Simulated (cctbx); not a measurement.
## A crystallographic session in cctbx: YBe2P2

Library: cctbx 2025.11. The data are simulated by the first script.

## 1. Simulate the data

run.py:

```python
from cctbx import adptbx, crystal, miller, sgtbx, xray
from cctbx.array_family import flex
from iotbx.shelx import hklf
from scitbx import matrix
import scitbx.random

cs = crystal.symmetry(unit_cell=(3.796, 3.796, 9.164, 90, 90, 90), space_group_symbol='Hall: -I 4 2')  # I4/mmm
atoms = [  # label, site, U (iso, or U11 U22 U33 U12 U13 U23 in A^2), occupancy
    ("Y1", (0, 0, 0), (0.0160, 0.0160, 0.0152, 0.0000, 0.0000, -0.0000), 1),
    ("P1", (0.5, 0.5, 0.1177), (0.0321, 0.0321, 0.0380, 0.0000, 0.0000, 0.0000), 1),
    ("Be1", (0.5, 0, 0.25), (0.0191, 0.0191, 0.0183, 0.0000, 0.0000, 0.0000), 1),
]
xs = xray.structure(crystal_symmetry=cs)
for label, site, u, occ in atoms:
    u = adptbx.u_cif_as_u_star(cs.unit_cell(), u) if isinstance(u, tuple) else u
    xs.add_scatterer(xray.scatterer(label, site=site, u=u, occupancy=occ))
xs.set_inelastic_form_factors(1.54184, "sasaki")
xs.show_summary()
p1 = xs.expand_to_p1()
ms = miller.build_set(p1, anomalous_flag=True, d_min=0.83)
flex.set_random_seed(684119)
scitbx.random.set_random_seed(684119)
ms = ms.select(flex.random_double(ms.size()) < 0.8)
i = ms.structure_factors_from_scatterers(p1, algorithm="direct").f_calc().as_intensity_array().data()
i = i * 40000 / flex.max(i)
sig = flex.sqrt(i + flex.pow2(0.02 * i) + 15 ** 2)
noise = scitbx.random.variate(scitbx.random.normal_distribution())(i.size())
data = ms.array(data=i + sig * noise, sigmas=sig).set_observation_type_xray_intensity()
with open("data.hkl", "w") as f:
    data.export_as_shelx_hklf(f)
print("reflections written:", data.size(), " <I/sigma> = %.1f" % flex.mean(data.data() / data.sigmas()))
for h, a, b in list(data.sort("data"))[:12]:
    print("%4d%4d%4d %9.1f %7.1f" % (h + (a, b)))
```

```console
$ python run.py
```

```text
Number of scatterers: 3
At special positions: 3
Unit cell: (3.796, 3.796, 9.164, 90, 90, 90)
Space group: I 4/m m m (No. 139)
reflections written: 777  <I/sigma> = 19.1
   1   1   0   41189.1   824.8
  -1  -1   0   40779.3   824.8
  -1   1   0   39307.8   824.8
   1  -1   0   38950.7   824.8
  -2   0   0   38285.0   781.0
   0  -2   0   37426.9   781.0
   0   2   0   37044.5   781.0
   1   0   3   30254.3   622.5
   1   0  -3   29953.5   622.5
  -1   0  -3   29804.4   622.5
  -1   0   3   29732.6   622.5
   0  -1  -3   29573.5   622.5
```

It took 0.34 s on 1 thread of Arm Neoverse N1 (shared host), peak memory 0.07 GiB.

## 2. Refinement (right model, isotropic)

run.py:

```python
import math
from cctbx import adptbx, crystal, maptbx, sgtbx, xray
from cctbx.array_family import flex
from cctbx.xray import observations
from iotbx.shelx import hklf
from scitbx.lstbx import normal_eqns_solving
from smtbx import absolute_structure, utils
from smtbx.refinement import constraints, least_squares

cs = crystal.symmetry(unit_cell=(3.796, 3.796, 9.164, 90, 90, 90), space_group_symbol='Hall: -I 4 2')  # I4/mmm
atoms = [  # label, site, U (iso, or U11 U22 U33 U12 U13 U23 in A^2), occupancy
    ("Y1", (0, 0, 0), 0.0200, 1),
    ("P1", (0.5, 0.5, 0.12), 0.0200, 1),
    ("Be1", (0.5, 0, 0.25), 0.0200, 1),
]
xs = xray.structure(crystal_symmetry=cs)
for label, site, u, occ in atoms:
    u = adptbx.u_cif_as_u_star(cs.unit_cell(), u) if isinstance(u, tuple) else u
    xs.add_scatterer(xray.scatterer(label, site=site, u=u, occupancy=occ))
xs.set_inelastic_form_factors(1.54184, "sasaki")
raw = hklf.reader(file_name="data.hkl").as_miller_arrays(crystal_symmetry=cs, anomalous=True)[0]
merged = raw.eliminate_sys_absent().merge_equivalents()
fo2 = merged.array().set_observation_type_xray_intensity()
print("Rint %.3f, %d unique reflections to %.2f A" % (merged.r_int(), fo2.size(), fo2.d_min()))
for sc in xs.scatterers():
    sc.flags.set_grad_site(True)
    sc.flags.set_grad_u_aniso(sc.flags.use_u_aniso())
    sc.flags.set_grad_u_iso(sc.flags.use_u_iso())
obs = fo2.as_xray_observations()
extra = {}
rep = constraints.reparametrisation(xs, [], utils.connectivity_table(xs), **extra)
ls = least_squares.crystallographic_ls(obs, rep, weighting_scheme=least_squares.mainstream_shelx_weighting(a=0, b=0))
print("cycle     R1     wR2    GooF  max shift (A)")
for cycle in range(8):
    ls.build_up()
    r1, wr2, goof = ls.r1_factor(cutoff_factor=2)[0], ls.wR2(), ls.goof()
    old = xs.sites_cart()
    normal_eqns_solving.levenberg_marquardt_iterations(ls, n_max_iterations=3, tau=1e-06, step_threshold=1e-7)
    big = flex.max((xs.sites_cart() - old).norms())
    print("%4d %7.4f %7.4f %7.3f %9.5f" % (cycle + 1, r1, wr2, goof, big))
    ls.build_up(objective_only=True)
    if abs(ls.wR2() - wr2) < 5e-5 and big < 5e-4:
        break
ls.build_up()
print("final R1 %.4f wR2 %.4f GooF %.3f  parameters %d  data/parameter %.1f" % (ls.r1_factor(cutoff_factor=2)[0], ls.wR2(), ls.goof(), ls.n_parameters, fo2.size() / ls.n_parameters))
cov = ls.covariance_matrix_and_annotations()
su = dict(zip(cov.annotations, (math.sqrt(max(v, 0)) for v in cov.matrix.matrix_packed_u_diagonal())))
a2 = cs.unit_cell().reciprocal_parameters()[0] ** -2
print("atom        x        y        z      Ueq    occ   su(xyz)  su(Uiso or U11)")
for sc in xs.scatterers():
    s = max(su.get(sc.label + k, 0) for k in (".x", ".y", ".z"))
    npd = "" if sc.is_positive_definite_u(cs.unit_cell()) else "  NPD"
    print("%-5s %8.5f %8.5f %8.5f %8.4f %6.3f %8.5f %7.4f%s" % ((sc.label,) + sc.site + (sc.u_iso_or_equiv(cs.unit_cell()), sc.occupancy, s, su.get(sc.label + ".uiso", su.get(sc.label + ".u11", 0) * a2), npd)))
fo = fo2.f_sq_as_f()
fc = fo.structure_factors_from_scatterers(xs, algorithm="direct").f_calc()
diff = fo.f_obs_minus_f_calc(1 / math.sqrt(ls.scale_factor()), fc).average_bijvoet_mates()
m = diff.fft_map(symmetry_flags=maptbx.use_space_group_symmetry, resolution_factor=0.25).apply_volume_scaling()
print("difference map: max %.2f min %.2f rms %.2f" % (m.statistics().max(), m.statistics().min(), m.statistics().sigma()))
peaks = m.peak_search(parameters=maptbx.peak_search_parameters(min_distance_sym_equiv=0.6, max_clusters=6)).all()
near = xs.closest_distances(peaks.sites(), distance_cutoff=4)
sps = cs.special_position_settings(min_distance_sym_equiv=0.5)
for k, (x, h) in enumerate(zip(peaks.sites(), peaks.heights())):
    ss = sps.site_symmetry(x)
    print("Q%-3d %7.4f %7.4f %7.4f %4d %7.2f  %.2f A from %s" % ((k + 1,) + tuple(t % 1 for t in ss.exact_site()) + (ss.multiplicity(), h, near.smallest_distances[k], xs.scatterers()[near.i_seqs[k]].label)))
```

```console
$ python run.py
```

```text
Rint 0.018, 52 unique reflections to 0.83 A
cycle     R1     wR2    GooF  max shift (A)
   1  0.0828  0.2422  24.137   0.01902
   2  0.0088  0.0271   2.697   0.00001
final R1 0.0088 wR2 0.0271 GooF 2.697  parameters 4  data/parameter 13.0
atom        x        y        z      Ueq    occ   su(xyz)  su(Uiso or U11)
Y1     0.00000  0.00000  0.00000   0.0155  1.000  0.00000  0.0003
P1     0.50000  0.50000  0.11792   0.0338  1.000  0.00019  0.0004
Be1    0.50000  0.00000  0.25000   0.0182  1.000  0.00000  0.0012
difference map: max 0.55 min -0.28 rms 0.06
Q1    0.0000  0.0000  0.4423    4    0.56  0.55 A from P1
Q2    0.0000  0.0000  0.3192    4    0.48  0.58 A from P1
Q3    0.0000  0.0000  0.1252    4    0.24  1.15 A from Y1
Q4    0.0000  0.0000  0.2197    4    0.16  1.49 A from P1
Q5    0.0000  0.1559  0.0000    8    0.14  0.59 A from Y1
Q6    0.0000  0.2975  0.3781   16    0.13  1.13 A from P1
```

Time: 0.51 s.

## 3. Refinement (right model, anisotropic)

run.py, as its changes from the last script of this kind:

```diff
@@ -12,3 +12,3 @@
-    ("Y1", (0, 0, 0), 0.0200, 1),
-    ("P1", (0.5, 0.5, 0.12), 0.0200, 1),
-    ("Be1", (0.5, 0, 0.25), 0.0200, 1),
+    ("Y1", (0, 0, 0), 0.0155, 1),
+    ("P1", (0.5, 0.5, 0.11792), 0.0338, 1),
+    ("Be1", (0.5, 0, 0.25), 0.0182, 1),
@@ -20,0 +21 @@
+xs.convert_to_anisotropic()
```

```console
$ python run.py
```

```text
Rint 0.018, 52 unique reflections to 0.83 A
cycle     R1     wR2    GooF  max shift (A)
   1  0.0089  0.0271   2.786   0.00100
   2  0.0040  0.0094   0.965   0.00000
final R1 0.0040 wR2 0.0094 GooF 0.965  parameters 7  data/parameter 7.4
atom        x        y        z      Ueq    occ   su(xyz)  su(Uiso or U11)
Y1     0.00000  0.00000  0.00000   0.0155  1.000  0.00000  0.0001
P1     0.50000  0.50000  0.11781   0.0339  1.000  0.00007  0.0002
Be1    0.50000  0.00000  0.25000   0.0185  1.000  0.00000  0.0006
difference map: max 0.16 min -0.06 rms 0.03
Q1    0.0000  0.0000  0.1312    4    0.17  1.20 A from Y1
Q2    0.0000  0.0000  0.2546    4    0.15  1.17 A from P1
Q3    0.0000  0.0000  0.5000    2    0.10  1.08 A from P1
Q4    0.2208  0.2208  0.0000    8    0.08  1.19 A from Y1
Q5    0.1710  0.1710  0.2737   16    0.07  1.35 A from P1
Q6    0.0000  0.2659  0.3696   16    0.07  1.02 A from P1
```

Time: 0.5 s.

## 4. Refinement

run.py, as its changes from the last script of this kind:

```diff
@@ -12 +12 @@
-    ("Y1", (0, 0, 0), 0.0155, 1),
+    ("Zr1", (0, 0, 0), 0.0155, 1),
@@ -35 +35 @@
-for cycle in range(8):
+for cycle in range(12):
```

```console
$ python run.py
```

```text
Rint 0.018, 52 unique reflections to 0.83 A
cycle     R1     wR2    GooF  max shift (A)
   1  0.0136  0.0379   3.900   0.00107
   2  0.0062  0.0147   1.518   0.00000
final R1 0.0062 wR2 0.0147 GooF 1.518  parameters 7  data/parameter 7.4
atom        x        y        z      Ueq    occ   su(xyz)  su(Uiso or U11)
Zr1    0.00000  0.00000  0.00000   0.0155  1.000  0.00000  0.0002
P1     0.50000  0.50000  0.11780   0.0321  1.000  0.00011  0.0003
Be1    0.50000  0.00000  0.25000   0.0171  1.000  0.00000  0.0010
difference map: max 0.20 min -0.08 rms 0.05
Q1    0.0000  0.0000  0.3445    4    0.20  0.35 A from P1
Q2    0.0000  0.0000  0.4314    4    0.15  0.45 A from P1
Q3    0.0000  0.0000  0.1368    4    0.13  1.25 A from Zr1
Q4    0.0000  0.0000  0.0000    2    0.13  0.00 A from Zr1
Q5    0.1728  0.1728  0.2721   16    0.07  1.37 A from P1
Q6    0.2460  0.2460  0.0000    8    0.06  1.32 A from Zr1
```

Time: 0.48 s.

This run holds a fault made on purpose: wrong element: Zr1 is Y.

## 5. Refinement

run.py, as its changes from the last script of this kind:

```diff
@@ -12 +12 @@
-    ("Zr1", (0, 0, 0), 0.0155, 1),
+    ("Y1", (0, 0, 0), 0.0155, 1),
@@ -14,0 +15 @@
+    ("Be2", (0.054, 0.832, 0.8), 0.0300, 1),
@@ -21 +21,0 @@
-xs.convert_to_anisotropic()
```

```console
$ python run.py
```

```text
Rint 0.018, 52 unique reflections to 0.83 A
cycle     R1     wR2    GooF  max shift (A)
   1  0.1421  0.2714  27.934   0.26763
   2  0.0337  0.0918   9.453   0.30306
   3  0.0156  0.0457   4.704   0.77192
   4  0.0102  0.0287   2.956   0.14567
   5  0.0102  0.0286   2.939   0.01392
   6  0.0115  0.0308   3.166   0.01408
   7  0.0102  0.0286   2.939   0.00117
   8  0.0115  0.0308   3.167   0.00366
   9  0.0102  0.0286   2.939   0.00118
  10  0.0115  0.0308   3.167   0.00192
  11  0.0102  0.0286   2.939   0.00153
  12  0.0115  0.0308   3.167   0.00165
final R1 0.0102 wR2 0.0286 GooF 2.939  parameters 7  data/parameter 7.4
atom        x        y        z      Ueq    occ   su(xyz)  su(Uiso or U11)
Y1     0.00000  0.00000  0.00000   0.0155  1.000  0.00000  0.0003
P1     0.50000  0.50000  0.11792   0.0338  1.000  0.00021  0.0004
Be1    0.50000  0.00000  0.25000   0.0182  1.000  0.00000  0.0013
Be2    0.00000  0.53348  0.87666   1.0000  1.000  0.10958  0.2162
difference map: max 0.60 min -0.25 rms 0.08
Q1    0.0000  0.0000  0.4427    4    0.61  0.56 A from P1
Q2    0.0000  0.0000  0.3187    4    0.55  0.58 A from P1
Q3    0.0000  0.0000  0.1255    4    0.29  1.15 A from Y1
Q4    0.0000  0.0000  0.2214    4    0.23  1.47 A from P1
Q5    0.0000  0.1511  0.0000    8    0.17  0.57 A from Y1
Q6    0.0000  0.2878  0.3773   16    0.10  0.82 A from Be2
```

Time: 0.93 s.

This run holds a fault made on purpose: spurious atom: Be2.

## 6. Refinement

run.py, as its changes from the last script of this kind:

```diff
@@ -14,2 +13,0 @@
-    ("Be1", (0.5, 0, 0.25), 0.0182, 1),
-    ("Be2", (0.054, 0.832, 0.8), 0.0300, 1),
@@ -21,0 +20 @@
+xs.convert_to_anisotropic()
```

```console
$ python run.py
```

```text
Rint 0.018, 52 unique reflections to 0.83 A
cycle     R1     wR2    GooF  max shift (A)
   1  0.0915  0.2152  21.676   0.00029
   2  0.0876  0.2025  20.396   0.00000
final R1 0.0876 wR2 0.2025 GooF 20.396  parameters 5  data/parameter 10.4
atom        x        y        z      Ueq    occ   su(xyz)  su(Uiso or U11)
Y1     0.00000  0.00000  0.00000   0.0141  1.000  0.00000  0.0021
P1     0.50000  0.50000  0.11795   0.0281  1.000  0.00136  0.0036
difference map: max 8.08 min -0.78 rms 0.59
Q1    0.0000  0.5000  0.2500    4    8.08  2.25 A from P1
Q2    0.0000  0.0000  0.0000    2    3.83  0.00 A from Y1
Q3    0.0000  0.0000  0.3099    4    0.65  0.66 A from P1
Q4    0.1029  0.1029  0.4326   16    0.39  0.72 A from P1
Q5    0.1493  0.3430  0.1438   32    0.32  1.48 A from P1
Q6    0.2500  0.2500  0.2500    8    0.31  1.81 A from P1
```

Run time: 0.5 s on 1 thread of Arm Neoverse N1, with other jobs on the host, peak memory 0.09 GiB.

This run holds a fault made on purpose: atom left out: Be1.

[Logs are printed without paths, hosts, clocks, repeated set-up lines and the standing remarks that a program may print on its own settings, such as how far it seeks lower states.]
